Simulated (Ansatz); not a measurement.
# Quasiparticle gap of VBiO4 (I4_1/a), part 2 of 3

Aim: the quasiparticle gap of VBiO4 (I4_1/a), starting from PBE.

Ansatz 0.2.0; PBE, then G0W0 on it, plane waves, PAW. Known limits of the many-body steps: finite bands, screening cutoff and k mesh; no spin-orbit coupling in G0W0; no spin polarisation.

So far. Step 2 (Bands along the symmetry lines): Over mesh and path the gap is 2.108 eV, from k = (0.000, 0.000, 0.350) to k = (0.167, -0.167, -0.333). The least direct gap found is 2.196 eV, at k = (-0.239, 0.239, 0.239). The pressure in this cell is 4 GPa; the cell is kept.

## Step 3: G0W0 on the 4×4×4 mesh

G0W0 replaces the xc potential by a self-energy built once from the orbitals of the start. Levels are corrected in the window of bands that the input names, at points of the mesh.

This step: G0W0 on PBE, plane waves, PAW; PAW set soft_1.

input.yaml reads:

```yaml
crystal:
  lattice:
    - [-2.56105292, 2.56105292, 5.7960647]
    - [2.56105292, -2.56105292, 5.7960647]
    - [2.56105292, 2.56105292, -5.7960647]
  atoms:
    - { symbol: V, position: [0.5, 0.5, 0.0] }
    - { symbol: V, position: [0.25, 0.75, 0.5] }
    - { symbol: Bi, position: [0.0, 0.0, 0.0] }
    - { symbol: Bi, position: [0.75, 0.25, 0.5] }
    - { symbol: O, position: [0.17085109, 0.56190276, 0.89100626] }
    - { symbol: O, position: [0.31190276, 0.9208965, 0.89105167] }
    - { symbol: O, position: [0.02984483, 0.42085109, 0.10894833] }
    - { symbol: O, position: [0.6708965, 0.27984483, 0.10899374] }
    - { symbol: O, position: [0.0791035, 0.97015517, 0.39100626] }
    - { symbol: O, position: [0.72015517, 0.82914891, 0.39105167] }
    - { symbol: O, position: [0.57914891, 0.68809724, 0.60899374] }
    - { symbol: O, position: [0.43809724, 0.3291035, 0.60894833] }
kpoints:
  mp_grid: { grid: [4, 4, 4] }
hamiltonian:
  xc: pbe
  pseudopotentials: { kind: paw, azcp: { folder: soft_1 } }
scf:
  occupations: { method: fixed }
gw:
  n_empty_bands: 833
  ecut_chi: 180.0
  qp_bands: [v4, c4]
  qp_kpoints: band_edges
  screening: { model: contour_deformation }
```

Launch:

```sh
$ ansatz run input.yaml --threads 2 --pin off --max-ram 92160MiB --backend cuda --events-out ev --progress --plain --runs-dir out --devices 1 --max-vram 13GiB
```

Numbers of over 12 decimals in the logs are rounded to 6 here.

The program printed:

```text
GPUs: using 1 of 1 available (devices: 1).
[...]
GPU FFT provider: cuFFT
GPU libraries: cuBLAS 13.8.2, cuFFT 12.4.0, cuSOLVER 12.3.4
Crystal: 12 atoms, lattice volume = 152.065 Å³
Basis set: ecut = 420 eV, 2995 PW (Γ)
Bands: 64, of which v1, the nominal top of the filled ones, is band 52 counted from 1 (51 counted from 0)
Symmetry: 8 space group operations
[...]
k-points: 14 of 64
[...]
GPU buffer pool allocated for 110592 grid points (all kernels)
[...]
SCF iter   1: F=—  HF=-35169.242722 eV  |F-HF|=—  |Δ(HF+E_count)|=         —  Δρ=7.90e-2  dr2=1.66e1  ethr=3.10e-3  ⟨swp⟩=4.0  Hψ=2631  notcnv=0  defer=110
[...]
SCF iter  10: F=-35166.499152 eV  HF=-35166.499152 eV  |F-HF|=1.86e-8  |Δ(HF+E_count)|=   2.33e-7  Δρ=4.03e-6  dr2=2.95e-8  ethr=9.62e-11  ⟨swp⟩=9.2  Hψ=3044  notcnv=0
SCF 1 converged in 10 iterations: F = -35166.499152 eV  dr2 = 2.95e-8
[...]
NSCF: frozen V_eff on 14 k-points
the band table was solved once the SCF had ended and its energy, with any forces and stress, was formed, with the checks that follow a solve (3266 applications of the Hamiltonian). They found nothing against the state; the energy, forces and stress were not computed again (output.eigenvalues in the input reference)
[...]
G₀W₀ screening: q 1/14
[... further progress lines ...]
[...]
SCF converged after 10 iterations
Free energy (F): -35166.499152 eV
[...]
Internal energy: -35166.499152 eV  (E = F + TS)
E sigma→0 (E₀):  -35166.499152 eV
Fermi energy:    8.798492 eV
[...]
--- Band table (eV; the first three rows and the last of 14) ---
  k-point 0: bands = [... 48 lower, 7.8973, 8.1675, 8.1675, 8.3826, 11.2350, 11.6956, 11.9455, 12.2137, ... 8 higher]
  k-point 1: bands = [... 48 lower, 7.7335, 7.8526, 8.2473, 8.7475, 11.4027, 11.4819, 11.5959, 11.9156, ... 8 higher]
  k-point 2: bands = [... 48 lower, 7.9235, 7.9235, 8.5614, 8.5614, 11.6199, 11.6199, 11.8655, 11.8655, ... 8 higher]
  k-point 13: bands = [... 48 lower, 7.8879, 7.8879, 8.1049, 8.1049, 11.7739, 11.7739, 11.8534, 11.8534, ... 8 higher]
--- G₀W₀: contour deformation, 7 samples at zero and on the imaginary axis and 1 off it, 64 q-points, 833 empty bands' worth ---
  eigenvalues of the whole cell's RPA ε∞ on this k-mesh (on a slab, of 1 + 4πα/V) = 6.0490, 7.2491, 7.2491; static W/v taken at q = 0 is 0.144616
  bands read: the sum over 885 bands ends inside a degenerate multiplet in 3 slots, whose members it reads at an even weight; the widest, k=2: bands 885 to 886 (counted from 1) at 1/2 each
  gw.qp_kpoints: band_edges: 14 of 14 stored k-points solved, in 1 pass; an edge of the gap read off the rows below is read off those points alone
    ik  band        ε_KS         Σx   Σc(E_QP)       V_xc       Z   E_QP_lin       E_QP  E_QP is
     0    49      7.8973   -23.7982     3.0833   -20.3640  0.7192     7.5438     7.5464  root
     0    50      8.1675   -25.6311     4.6318   -20.5799  0.7042     7.7441     7.7481  root
     0    51      8.1675   -25.6311     4.6318   -20.5799  0.7042     7.7441     7.7481  root
     0    52      8.3826   -25.8368     4.1091   -21.3616  0.7165     8.0139     8.0164  root
     0    53     11.2350   -15.9519    -6.0727   -23.0568  0.7172    12.2903    12.2671  root
     0    54     11.6956   -16.6054    -6.0914   -23.7569  0.7109    12.7824    12.7556  root
     0    55     11.9455   -17.2094    -6.6038   -24.8968  0.6786    13.0707    13.0290  root
     0    56     12.2137   -17.4396    -6.4949   -24.9346  0.6773    13.2563    13.2138  root
     1    49      7.7335   -25.2343     4.6656   -20.1320  0.6987     7.2919     7.2968  root
     1    50      7.8526   -25.5543     4.7335   -20.3896  0.7000     7.4169     7.4215  root
     1    51      8.2473   -25.8204     4.5668   -20.8574  0.7057     7.8476     7.8510  root
     1    52      8.7475   -24.1864     2.8139   -21.0594  0.7313     8.4328     8.4344  root
     1    53     11.4027   -15.8116    -6.0257   -22.8357  0.7185    12.4235    12.4012  root
     1    54     11.4819   -16.6560    -6.0062   -23.6584  0.7042    12.5033    12.4781  root
     1    55     11.5959   -16.0297    -6.0699   -23.0953  0.7069    12.6169    12.5916  root
     1    56     11.9156   -16.9741    -6.3168   -24.3645  0.6932    13.0232    12.9891  root
     2    49      7.9235   -25.4550     4.6472   -20.3864  0.7009     7.4978     7.5022  root
     2    50      7.9235   -25.4550     4.6472   -20.3864  0.7009     7.4978     7.5022  root
     2    51      8.5614   -24.5297     3.1178   -21.0282  0.7322     8.1751     8.1777  root
     2    52      8.5614   -24.5297     3.1178   -21.0282  0.7322     8.1751     8.1777  root
     2    53     11.6199   -16.7281    -6.3074   -24.0805  0.6929    12.6968    12.6648  root
     2    54     11.6199   -16.7281    -6.3074   -24.0805  0.6929    12.6968    12.6648  root
     2    55     11.8655   -16.1130    -6.0683   -23.2094  0.7110    12.9196    12.8935  root
     2    56     11.8655   -16.1130    -6.0683   -23.2094  0.7110    12.9196    12.8935  root
     3    49      8.0169   -25.6115     4.3469   -20.8756  0.7082     7.6246     7.6279  root
     3    50      8.0381   -25.2222     4.4139   -20.3879  0.7075     7.6137     7.6178  root
     3    51      8.1240   -25.5843     4.4461   -20.7448  0.7046     7.7272     7.7307  root
     3    52      8.4390   -24.3165     3.1112   -20.8819  0.7240     8.1136     8.1155  root
     3    53     11.2727   -15.9107    -6.0788   -23.0017  0.7174    12.3077    12.2849  root
     3    54     11.5979   -16.3654    -6.1625   -23.5608  0.7068    12.6577    12.6308  root
     3    55     11.7479   -16.7709    -6.2969   -24.1117  0.6923    12.8242    12.7918  root
     3    56     11.8887   -16.8824    -6.1468   -24.0477  0.6979    12.9370    12.9071  root
     4    49      7.7461   -25.4694     4.5138   -20.5469  0.7026     7.3333     7.3374  root
     4    50      7.9195   -25.5697     4.4785   -20.6845  0.7028     7.5089     7.5128  root
     4    51      8.3683   -25.3146     3.8273   -21.1214  0.7174     7.9997     8.0024  root
     4    52      8.7985   -24.6115     3.0450   -21.2218  0.7321     8.4518     8.4538  root
     4    53     11.1213   -15.8241    -6.0651   -22.8800  0.7123    12.1348    12.1121  root
     4    54     11.6644   -16.2383    -6.2849   -23.5540  0.7012    12.7242    12.6952  root
     4    55     11.8457   -16.1307    -5.9553   -23.0880  0.7142    12.8719    12.8477  root
     4    56     11.8595   -16.8502    -6.3735   -24.2983  0.6931    12.9682    12.9341  root
[...]
12    53     11.3058   -16.1981    -6.0212   -23.2174  0.7075    12.3283    12.3039  root
    12    54     11.6983   -16.8465    -6.3878   -24.2806  0.6912    12.7777    12.7446  root
    12    55     11.9007   -16.9267    -6.5033   -24.5381  0.6925    13.0442    13.0088  root
    12    56     11.9285   -16.1329    -6.0538   -23.1987  0.7114    12.9663    12.9406  root
    13    49      7.8879   -25.1066     3.8734   -20.8845  0.7117     7.5366     7.5392  root
    13    50      7.8879   -25.1066     3.8734   -20.8845  0.7117     7.5366     7.5392  root
    13    51      8.1049   -25.6322     4.5966   -20.6261  0.7023     7.6915     7.6954  root
    13    52      8.1049   -25.6322     4.5966   -20.6261  0.7023     7.6915     7.6954  root
    13    53     11.7739   -17.0069    -6.4628   -24.5359  0.6885    12.8756    12.8400  root
    13    54     11.7739   -17.0069    -6.4628   -24.5359  0.6885    12.8756    12.8400  root
    13    55     11.8534   -16.8140    -6.3635   -24.2603  0.6973    12.9686    12.9363  root
    13    56     11.8534   -16.8140    -6.3635   -24.2603  0.6973    12.9686    12.9363  root
```

Wall time 4.4 min (1 × NVIDIA H100 80GB HBM3 (shared by 6 runs) with 2 threads of AMD EPYC 7R13 (Zen 3), shared host); peak memory 3.4 GiB.

This step gave:

```
bands summed                                    : 885
RPA ε∞ on this mesh (eigenvalues)               : 6.049, 7.249, 7.249
plane waves in the screening matrix             : 841
q-points in the mesh                            : 64
G0W0 gap over the corrected points              : 3.557 eV
k of the valence top                            : 0, 0.25, 0.25
k of the conduction bottom                      : 0, -0.5, 0
starting gap on the mesh                        : 2.217 eV
Z at the valence top                            : 0.7321
Z at the conduction bottom                      : 0.7140
least direct G0W0 gap over the corrected points : 3.559 eV
```

Over all 14 irreducible mesh points the G0W0 gap is 3.557 eV, from k = (0.000, 0.250, 0.250) to k = (0.000, -0.500, 0.000). The PBE gap of this run on the mesh is 2.217 eV. The two states that bound the G0W0 gap lie that far apart at the start, so the correction of the gap is 3.557 − 2.217 = +1.340 eV. The start of this run differs from the step before in mesh (6×6×6 and 4×4×4).

Labels follow the order of the start: v1 is the top filled band, c1 the lowest empty one; levels that stay degenerate share a row, the window can cut a multiplet, doubted levels are not marked in this list, bands outside the window were not corrected, and the list may be a part of the corrected levels. The levels before and after the correction (eV, zero at the valence-band top of each column):

|  | conduction bottom | valence top |
| --- | --- | --- |
| Kohn-Sham | 2.22 | 0.00 |
| G0W0 | 3.56 | 0.00 |

|  | level | occupation | energy (eV) |
| --- | --- | --- | --- |
| Kohn-Sham | (0 0.25 0.25) v3 | 2 | -0.879 |
| Kohn-Sham | (0 0.25 0.25) v2 | 2 | -0.430 |
| Kohn-Sham | (0 0.25 0.25) v1 | 2 | 0.000 |
| Kohn-Sham | (0 0.25 0.25) c1 | 0 | 2.323 |
| Kohn-Sham | (0 0.25 0.25) c2 | 0 | 2.866 |
| Kohn-Sham | (0 0.25 0.25) c3 | 0 | 3.047 |
| Kohn-Sham | (0 -0.5 0) v3 | 2 | -0.929 |
| Kohn-Sham | (0 -0.5 0) v2 | 2 | -0.459 |
| Kohn-Sham | (0 -0.5 0) v1 | 2 | -0.066 |
| Kohn-Sham | (0 -0.5 0) c1 | 0 | 2.217 |
| Kohn-Sham | (0 -0.5 0) c2 | 0 | 2.647 |
| Kohn-Sham | (0 -0.5 0) c3 | 0 | 3.051 |
| G0W0 | (0 0.25 0.25) v3 | 2 | -0.941 |
| G0W0 | (0 0.25 0.25) v2 | 2 | -0.451 |
| G0W0 | (0 0.25 0.25) v1 | 2 | 0.000 |
| G0W0 | (0 0.25 0.25) c1 | 0 | 3.658 |
| G0W0 | (0 0.25 0.25) c2 | 0 | 4.241 |
| G0W0 | (0 0.25 0.25) c3 | 0 | 4.394 |
| G0W0 | (0 -0.5 0) v3 | 2 | -0.986 |
| G0W0 | (0 -0.5 0) v2 | 2 | -0.454 |
| G0W0 | (0 -0.5 0) v1 | 2 | -0.061 |
| G0W0 | (0 -0.5 0) c1 | 0 | 3.557 |
| G0W0 | (0 -0.5 0) c2 | 0 | 3.979 |
| G0W0 | (0 -0.5 0) c3 | 0 | 4.429 |

The parts of the quasiparticle energy for the two states that bound the G0W0 gap, in eV on the run's own scale (QP = start + Σx + Σc − Vxc, with Σc at the quasiparticle energy):

| edge | k | band | start | Σx | Σc | Vxc | Z | QP |
| --- | --- | --- | --- | --- | --- | --- | --- | --- |
| valence top | (0.000, 0.250, 0.250) | 52 | 8.799 | −24.611 | 3.045 | −21.222 | 0.732 | 8.454 |
| conduction bottom | (0.000, -0.500, 0.000) | 53 | 11.016 | −15.747 | −6.146 | −22.888 | 0.714 | 12.011 |

(Continued in part 3 of 3.)

[Paths, hosts, dates, memory and timing lines, banners, echoed tables and standing remarks are left out of the program output.]

[Logs are printed without paths, hosts, clocks, repeated set-up lines and the standing remarks that a program may print on its own settings, such as how far it seeks lower states.]

[Runs of the session that timed out or met a known fault of the program may be left out.]

[Cells called generated may have been cut or substituted from an entry of the Crystallography Open Database or the Materials Project.]

[Hosts, paths, dates, database ids (printed as entryN), source tags and the programs' standing remarks are cut or masked in the printed files.]

[Where an RPA ε∞ is given, it is that of the G0W0 mesh and is not shown converged in it. Names of k-points follow the symmetry that the program found, which can be lower than the space group named. Band edges on a path are those of the sampled points; other points can move an edge, and change direct to indirect where valleys lie close.]

[Hybrid gaps are those of their k-mesh and are not shown converged in it.]
